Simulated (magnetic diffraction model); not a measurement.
# Dy3Al4Ga4Ir2Rh: the ordered moment from one line

Space group Immm (no. 71), a = 4.3680 Å, b = 9.7520 Å, c = 12.3350 Å.

| site | atom | x | y | z |
| --- | --- | --- | --- | --- |
| 4g | Ir | 0 | 0.2172 | 0 |
| 4i | Dy | 1/2 | 1/2 | 0.3317 |
| 2c | Dy | 1/2 | 1/2 | 0 |
| 2b | Rh | 1/2 | 0 | 0 |
| 8l | Ga | 0 | 0.6302 | 0.8334 |
| 8l | Al | 1/2 | 0.2127 | 0.1223 |

The compound is invented for this exercise: a known structure type with other elements, its cell scaled to their sizes and not relaxed.

Only Dy is taken to order (form factors of Dy3+); orders and moment sizes are assumed, and not adapted to the symmetry. Radiation: neutrons of λ = 1.8 Å (absorption by Dy and Ir left out), 8° to 45°; isotropic B of 0.12 Å² (Ir), 0.15 Å² (Dy), 0.12 Å² (Rh), 0.2 Å² (Ga) and 0.17 Å² (Al). Simulated constant-wavelength pattern: nuclear and magnetic terms add, the magnetic one as |2.695 fm × Σ f S⊥ exp(2πi Q·r) exp(−B s²)|², summed over all Q at one angle with the factor 1/(sin²θ cos θ). For collinear order S is the moment m, which repeats by lattice and centring translations R with the sign exp(−2πi k·R). Free-ion form factors, Sears's scattering lengths of 1992, no absorption; a label names one of the reflections at its angle. The strongest nuclear line in the range is 100, and lines under 0.2 are left out.

In a first state the assumed order is k = (0 0 0), collinear moments along [001], 9.6 μB on Dy; signs + at (1/2, 1/2, 0.3317), + at (1/2, 1/2, 0.6683), + at (1/2, 1/2, 0), with this pattern:

| 2θ (°) | index | nuclear | magnetic |
| --- | --- | --- | --- |
| 13.51 | (0 1 1) | 0.3 | 0.0 |
| 16.78 | (0 0 2) | 3.2 | 0.0 |
| 21.27 | (0 2 0) | 6.8 | 70.8 |
| 25.25 | (1 0 1) | 7.2 | 0.0 |
| 26.10 | (1 1 0) | 11.8 | 91.0 |
| 27.22 | (0 2 2) | 3.0 | 0.0 |
| 27.48 | (0 1 3) | 8.1 | 12.2 |
| 31.19 | (1 1 2) | 1.5 | 0.0 |
| 33.25 | (1 2 1) | 6.9 | 0.0 |
| 34.99 | (1 0 3) | 30.5 | 22.1 |
| 40.38 | (1 3 0) | 31.4 | 33.5 |
| 41.31 | (1 2 3) | 100.0 | 39.0 |
| 41.34 | (0 3 3) | 39.9 | 19.5 |
| 43.31 | (1 1 4) | 2.2 | 0.0 |
| 43.33 | (0 4 0) | 8.6 | 14.2 |
| 44.01 | (1 3 2) | 11.6 | 0.0 |

**Question.** Nearer the ordering temperature the line at 26.10° has total intensity 56.4 on the same scale, and all moments have shrunk alike. How large is the Dy moment?

The nuclear part, 11.8, stays, so the magnetic part is 44.6 against 91.0. It goes as m², so m = 9.6 × √(44.6/91.0) = 6.72 μB; the value used was 6.72 μB.
